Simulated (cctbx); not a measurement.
## Accept or mend?

Cell a = 8.7680 Å, b = 8.7680 Å, c = 11.7500 Å, α = 90.00°, β = 90.00°, γ = 90.00°; space group P4_2/mnm (no. 136).

Simulated single-crystal data (cctbx): Cu Kα, λ = 1.54184 Å, to d = 0.8 Å, 95 % of the full sphere, strongest reflection 5000 counts, noise from counting, a 1.5 % proportional error and a noise floor of 15 counts (s.d.); no absorption.

An anisotropic refinement with weights 1/σ² prints:

```text
Rint 0.073, 535 unique reflections to 0.80 A
cycle     R1     wR2    GooF  max shift (A)
   1  0.0360  0.0596   2.229   0.00275
   2  0.0301  0.0501   1.873   0.00000
final R1 0.0301 wR2 0.0501 GooF 1.873  parameters 46  data/parameter 11.6
atom        x        y        z      Ueq    occ   su(xyz)  su(Uiso or U11)
Lu1    0.26334  0.26334  0.00000   0.0113  1.000  0.00008  0.0003
Dy1    0.64693  0.64693  0.50000   0.0128  1.000  0.00009  0.0003
Fe1    0.00000  0.50000  0.50000   0.0156  1.000  0.00000  0.0015
Fe2    0.50000  0.50000  0.10731   0.0153  1.000  0.00025  0.0010
Fe3    0.43167  0.77123  0.88097   0.0191  1.000  0.00019  0.0008
Fe4    0.59591  0.40409  0.30163   0.0172  1.000  0.00019  0.0007
Fe5    0.03618  0.36642  0.82755   0.0176  1.000  0.00018  0.0007
Fe6    0.31743  0.31743  0.75399   0.0125  1.000  0.00018  0.0006
difference map: max 8.42 min -1.92 rms 0.44
Q1    0.1352  0.1352  0.5000    4    8.87  1.93 A from Fe3
Q2    0.0000  0.0000  0.0987    4    1.80  1.67 A from Fe4
Q3    0.0933  0.9067  0.3754    8    1.76  1.17 A from Fe2
Q4    0.0358  0.0358  0.5000    4    1.70  1.34 A from Fe2
Q5    0.0766  0.0766  0.0910    8    1.42  1.28 A from Fe4
Q6    0.1488  0.1488  0.0433    8    1.25  1.51 A from Lu1
```

Q: Accept it or mend it, and why?

Mend it. The fault: an atom left out, C at (0.6330, 0.3670, 0). Against the right model at the same level, R1 goes from 0.0169 to 0.0301 and GooF from 0.93 to 1.87 and the top difference peak, 8.9 e/Å³, lies 1.93 Å from Fe3. Q1 is the missing atom. With scattering power missing, scale and phases suffer, so peaks may also grow on the heavy atoms.

The compound is DyLuFe14C. The right model at the same level gives:

```text
Rint 0.073, 535 unique reflections to 0.80 A
cycle     R1     wR2    GooF  max shift (A)
   1  0.0251  0.0387   1.451   0.00173
   2  0.0169  0.0248   0.930   0.00000
final R1 0.0169 wR2 0.0248 GooF 0.930  parameters 50  data/parameter 10.7
atom        x        y        z      Ueq    occ   su(xyz)  su(Uiso or U11)
Lu1    0.26353  0.26353  0.00000   0.0114  1.000  0.00004  0.0001
Dy1    0.64700  0.64700  0.50000   0.0132  1.000  0.00005  0.0002
Fe1    0.00000  0.50000  0.50000   0.0159  1.000  0.00000  0.0008
Fe2    0.50000  0.50000  0.10718   0.0152  1.000  0.00013  0.0005
Fe3    0.43167  0.77118  0.88102   0.0192  1.000  0.00009  0.0004
Fe4    0.59596  0.40404  0.30177   0.0175  1.000  0.00009  0.0003
Fe5    0.03626  0.36643  0.82752   0.0177  1.000  0.00009  0.0004
Fe6    0.31745  0.31745  0.75396   0.0125  1.000  0.00009  0.0003
C1     0.63416  0.36584  0.00000   0.0273  1.000  0.00096  0.0038
difference map: max 1.96 min -2.20 rms 0.35
Q1    0.0245  0.0245  0.5000    4    1.97  1.30 A from Fe2
Q2    0.1021  0.8979  0.3769    8    1.97  1.28 A from Fe2
Q3    0.0755  0.0755  0.0887    8    1.56  1.31 A from Fe4
Q4    0.0519  0.9481  0.0333    8    1.41  1.24 A from Dy1
Q5    0.0464  0.6501  0.5000    8    1.32  1.38 A from Fe1
Q6    0.0000  0.0000  0.1012    4    1.24  1.65 A from Fe4
```

The model is made up (kin elements in a known structure type, no relaxation), so it says nothing on whether the phase exists.

[Middle refinement cycles are left out of these outputs.]

[Logs are printed without paths, hosts, clocks, repeated set-up lines and the standing remarks that a program may print on its own settings, such as how far it seeks lower states.]
